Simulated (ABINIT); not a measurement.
Planning a run of ABINIT 10.8.3 on Ba2TaBiO6 (R-3). The input:

```
acell 3*1.0 Angstrom
rprim 
  3.075626834241 1.775713980676 4.956223105800
  -3.075626834241 1.775713980676 4.956223105800
  0.000000000000 -3.551427961352 4.956223105800
ntypat 4
znucl 56 73 83 8
natom 10
typat 1 1 2 3 4 4 4 4 4 4
xred 
  0.748816000000 0.748816000000 0.748816000000
  0.251184000000 0.251184000000 0.251184000000
  0.500000000000 0.500000000000 0.500000000000
  0.000000000000 0.000000000000 0.000000000000
  0.725510000000 0.218856000000 0.322035000000
  0.218856000000 0.322035000000 0.725510000000
  0.322035000000 0.725510000000 0.218856000000
  0.274490000000 0.781144000000 0.677965000000
  0.677965000000 0.274490000000 0.781144000000
  0.781144000000 0.677965000000 0.274490000000
pp_dirpath "pseudos"
pseudos "Ba.upf, Ta.upf, Bi.upf, O.upf"
ecut 62
ngkpt 2 2 2
nshiftk 1
shiftk 0 0 0
kptopt 1
chksymbreak 0
istwfk *1
occopt 1
irdwfk 1
optdriver 3
nband 175
ecuteps 4
inclvkb 2
awtr 1
symchi 1
indata_prefix "in"
outdata_prefix "out"
tmpdata_prefix "tmp"
```

```sh
OMP_NUM_THREADS=1 mpirun -n 8 abinit run.abi > log
```

Question: Estimate wall time and host memory on 8 MPI ranks of Intel Xeon Platinum 8259CL at 2.50GHz (Skylake/Cascade Lake), shared host.

It took 6.1 min; on shared hardware allow 3.1 min to 12 min. Peak host memory was 11 GiB.

[Paths, hosts, dates, memory and timing lines, banners, echoed tables and standing remarks are left out of the program output.]

[Logs are printed without paths, hosts, clocks, repeated set-up lines and the standing remarks that a program may print on its own settings, such as how far it seeks lower states.]

[Runs of the session that timed out or met a known fault of the program may be left out.]

[Hosts, paths, dates, database ids (printed as entryN), source tags and the programs' standing remarks are cut or masked in the printed files.]

[G0W0 gaps are taken among the corrected bands and points alone; a level outside them can change the order at an edge.]

[Where Ansatz stands beside ABINIT at settings called matched, ABINIT's density can come from a denser mesh and the files from another edition; pairs whose starting gaps differed by over 0.03 eV were left out, so agreement reads better than it is.]
